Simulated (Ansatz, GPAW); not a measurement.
# Which magnetic ion is it?

A crystal has the composition Li5MCl8, where M is a 3d element. A calculation (PBE+U, spin-orbit coupling in second variation, Ansatz) gives:

* S: 3/2
* g: ⊥ 1.9874, ∥ 1.9882
* D, with anisotropic exchange: +0.0702 cm⁻¹ (+2.1 GHz)
* E: +467 MHz
* moment in its sphere: 2.81 μB

Q: Name the magnetic ion and its oxidation state.

The crystal is Li5CrCl8, space group Cmmm. The spin sits on Cr, with 6 Cl at 2.36 Å round it. With the usual charges of the other elements M must be +3. High-spin ions of that charge with S = 3/2 are d3 and d7, Cr and Ni; the sign of the g shift picks Cr³⁺ d³. Low-spin ions are left aside. The shift is negative: in a shell less than half full the orbital moment opposes the spin.

[Hosts, paths, dates, database ids (printed as entryN), source tags and the programs' standing remarks are cut or masked in the printed files.]
